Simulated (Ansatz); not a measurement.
# Decaying states in the gap of Zn5Se2S3, part 2 of 3

Wanted: the relaxed cell of Zn5Se2S3, its band edges and its decay constants. It is built by putting Se for part of the S in the ZnS structure of space group R3m, with the volume rescaled by atomic radii. The parent structure comes from the Materials Project.

Ansatz 0.2.0; PBE DFT, plane waves, PAW files (the session's first sound run).

So far. Step 2 (Relaxing the new crystal): The largest force component on a free atom ends at 0.0070 eV/Å.

The structure was built from a prototype and need not be the compound's stable phase.

## (3) Band edges

The energy window and the wavevectors of the next steps follow from the band edges, so these are searched first, off the mesh as well.

Input file input.yaml:

```yaml
crystal:
  lattice:
    - [1.9637673899, 1.1337816312, 16.0982367331]
    - [-1.9637673899, 1.1337816312, 16.0982367331]
    - [0.0, -2.2675632624, 16.0982367331]
  atoms:
    - { symbol: Zn, position: [0.6001442889, 0.6001442889, 0.6001442889] }
    - { symbol: Zn, position: [0.8632851926, 0.8632851926, 0.8632851926] }
    - { symbol: Zn, position: [0.4655384117, 0.4655384117, 0.4655384117] }
    - { symbol: Zn, position: [0.0035663286, 0.0035663286, 0.0035663286] }
    - { symbol: Zn, position: [0.7344242369, 0.7344242369, 0.7344242369] }
    - { symbol: S, position: [0.052369561, 0.052369561, 0.052369561] }
    - { symbol: S, position: [0.7833441107, 0.7833441107, 0.7833441107] }
    - { symbol: Se, position: [0.6513789474, 0.6513789474, 0.6513789474] }
    - { symbol: S, position: [0.514550386, 0.514550386, 0.514550386] }
    - { symbol: Se, position: [0.9147395362, 0.9147395362, 0.9147395362] }
kpoints:
  mp_grid: { grid: [8, 8, 8] }
  band_path: { path: [VBM, CBM], npoints: 30 }
scf:
  occupations: { method: fixed }
hamiltonian:
  xc: pbe
output:
  eigenvalues: true
  write_potential: true
  write_density: true
  volumetric_format: npy
  elf: true
```

Launch:

```console
$ ansatz run input.yaml --threads 2 --pin off --max-ram 4096MiB --backend cpu --events-out ev --progress --plain --runs-dir out
```

Numbers of over 12 decimals in the logs are rounded to 6 here.

The program printed:

```text
[...]
Crystal: 10 atoms, lattice volume = 215.055 Å³
Basis set: ecut = 420 eV, 4247 PW (Γ), FFT grids on a1−a2, a2, −a2+a3
Bands: 66, of which v1, the nominal top of the filled ones, is band 55 counted from 1 (54 counted from 0)
Symmetry: 6 space group operations
[...]
k-points: 65 of 512 (time reversal used)
[...]
SCF iter   1: F=—  HF=-30247.132757 eV  |F-HF|=—  |Δ(HF+E_count)|=         —  Δρ=6.95e-4  dr2=2.94e-3  ethr=1.77e-3  ⟨swp⟩=5.0  Hψ=15104  notcnv=0  defer=536
[...]
SCF iter   8: F=-30247.132315 eV  HF=-30247.132315 eV  |F-HF|=1.54e-8  |Δ(HF+E_count)|=   1.47e-7  Δρ=3.40e-6  dr2=2.04e-8  ethr=9.09e-11  ⟨swp⟩=11.8  Hψ=18470  notcnv=0
SCF 1 converged in 8 iterations: F = -30247.132315 eV  dr2 = 2.04e-8
[...]
NSCF: frozen V_eff on 32 k-points
[...]
SCF converged after 8 iterations
Free energy (F): -30247.132315 eV
[...]
Internal energy: -30247.132315 eV  (E = F + TS)
E sigma→0 (E₀):  -30247.132315 eV
Fermi energy:    6.180060 eV
[...]
--- Band table (eV; the first three rows and the last of 65) ---
  k-point 0: bands = [... 51 lower, 5.7841, 5.7841, 6.1801, 6.1801, 7.5303, 8.5453, 8.7003, 9.0552, ... 7 higher]
  k-point 1: bands = [... 51 lower, 5.3114, 5.5798, 5.6700, 6.0208, 8.3667, 9.1744, 9.3314, 9.6379, ... 7 higher]
  k-point 2: bands = [... 51 lower, 4.9229, 5.1540, 5.3081, 5.6618, 9.1931, 9.5071, 9.7396, 9.8773, ... 7 higher]
  k-point 64: bands = [... 51 lower, 5.8036, 5.8036, 6.1737, 6.1737, 8.1755, 8.2735, 8.5461, 8.9397, ... 7 higher]
```

It took 93 s on 2 threads of Arm Neoverse V2, shared host; peak memory 0.88 GiB.

This step gave:

| Item | Value |
| --- | --- |
| free energy | -30247.1323 eV |
| Fermi energy | 6.180 eV |
| gap on the k-mesh | 1.350 eV |
| gap on path | 1.350 eV, by band count; negative where bands overlap |
| direct gap on path | 1.350 eV |
| edge places on path | 0, 0 1/A along the path |

Levels at VBM (eV): -6.70, -6.70, -6.69, -6.66, -6.66, -6.64, -6.63, -6.63, -6.56, -6.49, -6.49, -6.46, -6.46, -6.31, -6.30, -6.29, -6.29, -6.27, -6.27, -6.25, -6.25, -6.16, -6.16, -6.14, -6.14, -4.91, -4.81, -2.58, -2.52, -1.37, -1.37, -1.12, -1.12, -0.78, -0.78, -0.40, -0.40, -0.40, 0.00, 0.00.

ELF in the ac plane of the conventional cell at fractional y = 0.000, with atoms of Zn and S and Se within 0.2 Å of it. It is the smooth field of the valence electrons, not physical close to the nuclei.

Ten even steps from '_' (0.01) to '@' (0.73), each cell a mean:
```
==++++==--::....::::==++++==
**##@@%%**--::..::==##@@%%**
______::==++******++--..____
______..::--------::..______
____..::==++******++--..____
______::==++****++==--..____
______::--========--::..____
____..--++########**==::____
______..::----==----::______
____..::==++++++++==--..____
......::==++******++--......
======----::::::::::--======
**%%@@@@**--....::==%%@@@@##
......::==++****++==--::....
....::::--========----::::..
**%%@@@@##==....::++%%@@@@##
--------::----------::------
__....::--++******++--::..__
**##@@%%**--......==##@@%%**
========--::::--::::--======
__....::==**####**++--::..__
****####++--..__..==**####**
++++**++==--::::::--++****++
......--++##%%%%##**==::....
```
Columns run along a (3.9 Å), rows up along c (48.3 Å), edges of the conventional cell, whose origin can differ from the input's. Atoms in or near the plane, at fractional coordinates: Zn at (0.00, 0.40), Zn at (0.00, 0.14), Zn at (0.00, 0.53), Zn at (0.00, 0.00), Zn at (0.00, 0.27), S at (0.00, 0.95), S at (0.00, 0.22), Se at (0.00, 0.35), S at (0.00, 0.49), Se at (0.00, 0.09).

Electrostatic potential energy in the ac plane of the conventional cell at fractional y = 0.000, with atoms of Zn and S and Se within 0.2 Å of it. With pseudopotentials it is smooth inside the atoms' cores, unlike the true potential.

Ten even steps from '_' (-22 eV) to '@' (11 eV), each cell a mean:
```
..::==##@@@@@@@@@@@@%%**--..
::::==##%%@@%%%%%%@@%%**--::
@@@@@@@@@@@@%%%%@@@@@@@@@@@@
@@@@@@@@@@@@@@%%@@@@@@@@@@@@
@@@@@@@@@@%%%%%%%%@@@@@@@@@@
@@@@@@@@@@@@@@%%@@@@@@@@@@@@
@@@@@@@@@@%%%%%%%%@@@@@@@@@@
@@@@@@@@@@%%%%%%%%@@@@@@@@@@
@@@@@@@@@@@@@@@@@@@@@@@@@@@@
@@@@@@@@@@%%%%%%%%@@@@@@@@@@
****##%%@@@@@@@@@@@@@@%%##**
..::==##@@@@@@@@@@@@%%**--..
....--##%%@@%%%%@@@@%%++::..
%%@@@@@@@@@@@@%%@@@@@@@@@@%%
__..--##%%@@@@@@@@@@%%++::__
++====**%%@@@@@@@@@@%%++====
%%@@@@@@@@@@@@@@@@@@@@@@@@%%
____--##%%@@@@@@@@@@%%++::__
....--##@@@@@@@@@@@@%%**::..
####%%@@@@@@@@@@@@@@@@@@%%##
__..--##%%@@@@@@@@@@%%++::__
++++++##@@@@@@@@@@@@%%**++++
######%%@@@@%%%%@@@@@@######
++++**%%@@@@%%%%%%@@@@##**++
```
Columns run along a (3.9 Å; values clipped at the 3rd and 97th percentile), rows up along c (48.3 Å), edges of the conventional cell, whose origin can differ from the input's. Atoms in or near the plane, at fractional coordinates: Zn at (0.00, 0.40), Zn at (0.00, 0.14), Zn at (0.00, 0.53), Zn at (0.00, 0.00), Zn at (0.00, 0.27), S at (0.00, 0.95), S at (0.00, 0.22), Se at (0.00, 0.35), S at (0.00, 0.49), Se at (0.00, 0.09).

Valence density in the ac plane of the conventional cell at fractional y = 0.000, with atoms of Zn and S and Se within 0.2 Å of it. It is the smooth field of the valence electrons, not physical close to the nuclei.

Ten steps, logarithmic in the rise over the least value, from '_' (0 e/Å³) to '@' (13 e/Å³), each cell a mean:
```
%%##==::..________....--++%%
--------::..........::--==--
________....::::::....______
________............________
________..::::::::....______
________....::::....________
________....::::::....______
________..::::::::....______
__________..........________
________..::::::::....______
++==::..................::==
@@##==::....______....--++%%
--====--::..........::--====
............................
@@##==::............::--++%%
@@%%++--::..........::==**@@
............................
@@##==::............::--++%%
--====--::..______..::--====
::::::..................::::
@@##==::............::--++%%
@@##++::....______..::--**%%
##++--::..............::==**
##++--....::::::::....::==**
```
Columns run along a (3.9 Å), rows up along c (48.3 Å), edges of the conventional cell, whose origin can differ from the input's. Atoms in or near the plane, at fractional coordinates: Zn at (0.00, 0.40), Zn at (0.00, 0.14), Zn at (0.00, 0.53), Zn at (0.00, 0.00), Zn at (0.00, 0.27), S at (0.00, 0.95), S at (0.00, 0.22), Se at (0.00, 0.35), S at (0.00, 0.49), Se at (0.00, 0.09).

The searched edges give 1.35 eV, as on the mesh.

## (4) Decaying states in the gap

This step: PBE DFT, plane waves, PAW files; complex bands by layer matching along the plane's normal (Ansatz 0.2.0).

The same crystal is laid in a cell whose first two vectors span the (001) plane (indices of the standard conventional cell, whose axes can be ordered otherwise than in the bulk input). At fixed energy and wavevector in the plane the solver finds all kz, real and complex. A few wavevectors are listed, (0, 0) and (0.5, 0) in units of the plane's reciprocal vectors; the slowest state needn't be among them.

Input file input.yaml:

```yaml
crystal:
  lattice:
    - [3.92753478, 0.0, 0.0]
    - [1.96376739, 3.401344894, 0.0]
    - [1.96376739, -1.133781631, 16.098236733]
  atoms:
    - { symbol: Zn, position: [0.2002885778, 0.3998557111, 0.1995671333] }
    - { symbol: Zn, position: [0.7265703852, 0.1367148074, 0.4101444222] }
    - { symbol: Zn, position: [0.9310768234, 0.5344615883, 0.6033847649] }
    - { symbol: Zn, position: [0.0071326572, 0.9964336714, 0.9893010142] }
    - { symbol: Zn, position: [0.4688484738, 0.2655757631, 0.7967272893] }
    - { symbol: S, position: [0.104739122, 0.947630439, 0.842891317] }
    - { symbol: S, position: [0.5666882214, 0.2166558893, 0.6499676679] }
    - { symbol: Se, position: [0.3027578948, 0.3486210526, 0.0458631578] }
    - { symbol: S, position: [0.029100772, 0.485449614, 0.456348842] }
    - { symbol: Se, position: [0.8294790724, 0.0852604638, 0.2557813914] }
kpoints:
  mp_grid: { grid: [8, 8, 8] }
scf:
  occupations: { method: fixed }
hamiltonian:
  xc: pbe
output:
  eigenvalues: true
  transmission:
    leads: [[0, 0]]
    kpoints: [[0.0, 0.0], [0.5, 0.0]]
    e_range: [-1.0, 2.35]
    de: 0.06
```

The program printed:

```text
[...]
Crystal: 10 atoms, lattice volume = 215.055 Å³
Basis set: ecut = 420 eV, 4247 PW (Γ)
Bands: 66, of which v1, the nominal top of the filled ones, is band 55 counted from 1 (54 counted from 0)
Symmetry: 6 space group operations
[...]
k-points: 65 of 512 (time reversal used)
[...]
SCF iter   1: F=—  HF=-30247.132732 eV  |F-HF|=—  |Δ(HF+E_count)|=         —  Δρ=6.95e-4  dr2=2.95e-3  ethr=1.77e-3  ⟨swp⟩=5.0  Hψ=15098  notcnv=0  defer=541
[...]
SCF iter   8: F=-30247.132314 eV  HF=-30247.132314 eV  |F-HF|=1.62e-8  |Δ(HF+E_count)|=   1.49e-7  Δρ=3.43e-6  dr2=2.06e-8  ethr=9.09e-11  ⟨swp⟩=11.9  Hψ=18371  notcnv=0
SCF 1 converged in 8 iterations: F = -30247.132314 eV  dr2 = 2.06e-8
[...]
transmission: 20 of 40 steps passed
transmission: 40 of 40 steps passed
SCF converged after 8 iterations
Free energy (F): -30247.132314 eV
[...]
Internal energy: -30247.132314 eV  (E = F + TS)
E sigma→0 (E₀):  -30247.132314 eV
Fermi energy:    6.180061 eV
[...]
--- Band table (eV; the first three rows and the last of 65) ---
  k-point 0: bands = [... 51 lower, 5.7841, 5.7841, 6.1801, 6.1801, 7.5303, 8.5453, 8.7003, 9.0552, ... 7 higher]
  k-point 1: bands = [... 51 lower, 5.7871, 5.7871, 6.1791, 6.1791, 7.5966, 8.5423, 8.6824, 9.0218, ... 7 higher]
  k-point 2: bands = [... 51 lower, 5.7940, 5.7940, 6.1769, 6.1769, 7.7665, 8.5296, 8.6145, 8.9700, ... 7 higher]
  k-point 64: bands = [... 51 lower, 4.0546, 4.2798, 4.4500, 4.5203, 9.9396, 10.1882, 10.2838, 10.5433, ... 7 higher]
--- Transmission ---
  basis      : 121 plane waves across, 20 finite elements along
  points     : 2, as listed
  energies   : 56 from -1.000000 to 2.300000 eV about the Fermi level, 0.060000 eV apart; the leads are filled to 0.675137 eV, and channels, transmission and decay are at 0.680000 eV
  crystal 0  : Zn5S3Se2, at the sites [0, 0], period 16.0982 Å: whole cells are its period
    offset         : up to 0.0000 Å between an atom of the period and one for which it stands
    channels       : 0.000000e0 a spin
    conductance    : none, the energies end too early or step too widely for 300 K: set another output.transmission.e_range or a lower de, or, where they end at an eighth of basis.ecutwfc, a higher one
    slowest decay  : 0.1158 /Å at (0.0000, 0.0000)
```

The job ended after 53 s (2 threads; peak memory 0.86 GiB).

Numbers from this step:

```
level to which the leads are filled                       : 0.6751 eV from the Fermi level
decay constant at the filling level, zone centre          : 0.1158 Å⁻¹
decay constant at the filling level, slowest listed point : 0.1158 Å⁻¹
```

K parallel (0, 0); values up to 1.119 1/Å, a degenerate pair printed once or twice; energies at which all values exceed this have no row. Im kz of the slowest decaying states against energy, zero at the highest filled level on the SCF mesh:

```csv
energy (eV),decay 1 (Å⁻¹),decay 2 (Å⁻¹),decay 3 (Å⁻¹),decay 4 (Å⁻¹)
-1.000,0.170,-,-,-
-0.820,0.0813,-,-,-
-0.580,0.190,-,-,-
-0.400,0.0532,-,-,-
-0.220,0.0710,0.220,-,-
0.020,0.100,0.173,1.06,-
0.200,0.112,0.350,0.991,-
0.380,0.118,0.422,0.933,-
0.620,0.117,0.485,0.862,-
0.800,0.111,0.520,0.811,-
0.980,0.0983,0.548,0.760,-
1.220,0.0638,0.578,0.692,1.10
1.400,0.596,0.639,1.08,-
1.580,0.583,0.611,1.05,-
1.820,0.499,0.627,1.02,-
2.000,0.00444,0.424,0.636,0.999
2.180,0.326,0.644,0.974,-
```

K parallel (0.5, 0); values up to 1.119 1/Å, a degenerate pair printed once or twice; energies at which all values exceed this have no row. The Im kz of the slowest decaying states by energy, zero at the highest filled level on the SCF mesh:

```csv
energy (eV),decay 1 (Å⁻¹),decay 2 (Å⁻¹),decay 3 (Å⁻¹),decay 4 (Å⁻¹)
-1.000,0.216,0.220,-,-
-0.820,0.226,0.237,0.241,-
-0.580,0.257,0.261,0.320,1.11
-0.400,0.267,0.271,0.364,1.07
-0.220,0.276,0.279,0.399,1.03
0.020,0.283,0.286,0.434,0.987
0.200,0.286,0.289,0.455,0.953
0.380,0.287,0.290,0.472,0.919
0.620,0.287,0.288,0.490,0.874
0.800,0.284,0.285,0.501,0.840
0.980,0.280,0.280,0.509,0.805
1.220,0.270,0.272,0.518,0.758
1.400,0.261,0.263,0.523,0.721
1.580,0.249,0.253,0.526,0.684
1.820,0.23,0.235,0.528,0.631
2.000,0.212,0.218,0.529,0.589
2.180,0.188,0.197,0.528,0.545
```

At the listed wavevectors the last open channel is at -0.40 eV and the next at +1.40 eV on the grid, wider than the gap, since narrow bands can fall between grid energies. At +0.68 eV, the grid energy nearest the filling level (the middle of the gap on the SCF mesh), the slowest state at the listed wavevectors decays with κ = 0.116 Å⁻¹, its amplitude falling by e over 8.6 Å. Through 1 nm of this crystal that state's transmission falls by exp(−2 × 0.116 Å⁻¹ × 10 Å) = 0.099.

## (5) Decay over the two-dimensional zone

The listed points could miss the slowest state, so one energy near mid-gap is solved on a mesh of 12×12.

Changes to input.yaml since step 4:

```diff
@@ -24,6 +24,2 @@
   eigenvalues: true
-  transmission:
-    leads: [[0, 0]]
-    kpoints: [[0.0, 0.0], [0.5, 0.0]]
-    e_range: [-1.0, 2.35]
-    de: 0.06
+  transmission: { leads: [[0, 0]], kmesh: [12, 12], e_range: [0.68, 0.69], de: 0.05 }
```

The program printed:

```text
[...]
Crystal: 10 atoms, lattice volume = 215.055 Å³
Basis set: ecut = 420 eV, 4247 PW (Γ)
Bands: 66, of which v1, the nominal top of the filled ones, is band 55 counted from 1 (54 counted from 0)
Symmetry: 6 space group operations
[...]
k-points: 65 of 512 (time reversal used)
[...]
SCF iter   1: F=—  HF=-30247.132732 eV  |F-HF|=—  |Δ(HF+E_count)|=         —  Δρ=6.95e-4  dr2=2.95e-3  ethr=1.77e-3  ⟨swp⟩=5.0  Hψ=15098  notcnv=0  defer=541
[...]
SCF iter   8: F=-30247.132314 eV  HF=-30247.132314 eV  |F-HF|=1.62e-8  |Δ(HF+E_count)|=   1.49e-7  Δρ=3.43e-6  dr2=2.06e-8  ethr=9.09e-11  ⟨swp⟩=11.9  Hψ=18371  notcnv=0
SCF 1 converged in 8 iterations: F = -30247.132314 eV  dr2 = 2.06e-8
[...]
transmission: 80 of 380 steps passed
transmission: 160 of 380 steps passed
[...]
transmission: 380 of 380 steps passed
SCF converged after 8 iterations
Free energy (F): -30247.132314 eV
[...]
Internal energy: -30247.132314 eV  (E = F + TS)
E sigma→0 (E₀):  -30247.132314 eV
Fermi energy:    6.180061 eV
[...]
--- Band table (eV; the first three rows and the last of 65) ---
  k-point 0: bands = [... 51 lower, 5.7841, 5.7841, 6.1801, 6.1801, 7.5303, 8.5453, 8.7003, 9.0552, ... 7 higher]
  k-point 1: bands = [... 51 lower, 5.7871, 5.7871, 6.1791, 6.1791, 7.5966, 8.5423, 8.6824, 9.0218, ... 7 higher]
  k-point 2: bands = [... 51 lower, 5.7940, 5.7940, 6.1769, 6.1769, 7.7665, 8.5296, 8.6145, 8.9700, ... 7 higher]
  k-point 64: bands = [... 51 lower, 4.0546, 4.2798, 4.4500, 4.5203, 9.9396, 10.1882, 10.2838, 10.5433, ... 7 higher]
--- Transmission ---
  basis      : 121 plane waves across, 20 finite elements along
  points     : 19, standing for a mesh of 12 x 12
  energies   : 1 from 0.680000 to 0.680000 eV about the Fermi level; the leads are filled to 0.675137 eV, and channels, transmission and decay are at 0.680000 eV
  crystal 0  : Zn5S3Se2, at the sites [0, 0], period 16.0982 Å: whole cells are its period
[...]
channels       : 0.000000e0 a spin
    conductance    : none, crystal 0 has no channel at the energies, or these end too early or step too widely for 300 K: set another output.transmission.e_range or a lower de, or, where they end at an eighth of basis.ecutwfc, a higher one
    slowest decay  : 0.1158 /Å at (0.0000, 0.0000)
```

Wall time 53 s (2 threads); peak memory 0.86 GiB; 1.8 min of CPU time.

This step gave:

```yaml
least_decay_constant_on_the_mesh: 0.1158 Å⁻¹
```

Slowest decay constant (1/Å; 0 where a channel is open) over k1 and k2. At 0.6800 eV from the Fermi level.

Values, 12 rows by 12 columns:
```
0.293 0.301 0.319 0.319 0.301 0.293 0.289 0.305 0.331 0.331 0.305 0.289
0.305 0.319 0.352 0.319 0.305 0.305 0.298 0.314 0.333 0.314 0.298 0.305
0.311 0.319 0.319 0.311 0.331 0.314 0.306 0.318 0.318 0.306 0.314 0.331
0.305 0.301 0.305 0.331 0.333 0.318 0.291 0.282 0.291 0.318 0.333 0.331
0.293 0.293 0.305 0.314 0.318 0.282 0.179 0.179 0.282 0.318 0.314 0.305
0.286 0.289 0.298 0.306 0.291 0.179 0.116 0.179 0.291 0.306 0.298 0.289
0.293 0.305 0.314 0.318 0.282 0.179 0.179 0.282 0.318 0.314 0.305 0.293
0.305 0.331 0.333 0.318 0.291 0.282 0.291 0.318 0.333 0.331 0.305 0.301
0.311 0.331 0.314 0.306 0.318 0.318 0.306 0.314 0.331 0.311 0.319 0.319
0.305 0.305 0.298 0.314 0.333 0.314 0.298 0.305 0.305 0.319 0.352 0.319
0.293 0.289 0.305 0.331 0.331 0.305 0.289 0.293 0.301 0.319 0.319 0.301
0.286 0.293 0.305 0.311 0.305 0.293 0.286 0.293 0.305 0.311 0.305 0.293
```
Columns: k1 (b1) from -0.5 to 0.417; rows upwards: k2 (b2) from -0.5 to 0.417.

The least value on the mesh is 0.116 Å⁻¹ at +0.68 eV. At that energy the listed points give about 0.116 Å⁻¹ by interpolation, so the mesh holds no clearly slower state.

[end of part 2 of 3]

[Logs are printed without paths, hosts, clocks, repeated set-up lines and the standing remarks that a program may print on its own settings, such as how far it seeks lower states.]

[Hosts, paths, dates, database ids (printed as entryN), source tags and the programs' standing remarks are cut or masked in the printed files.]
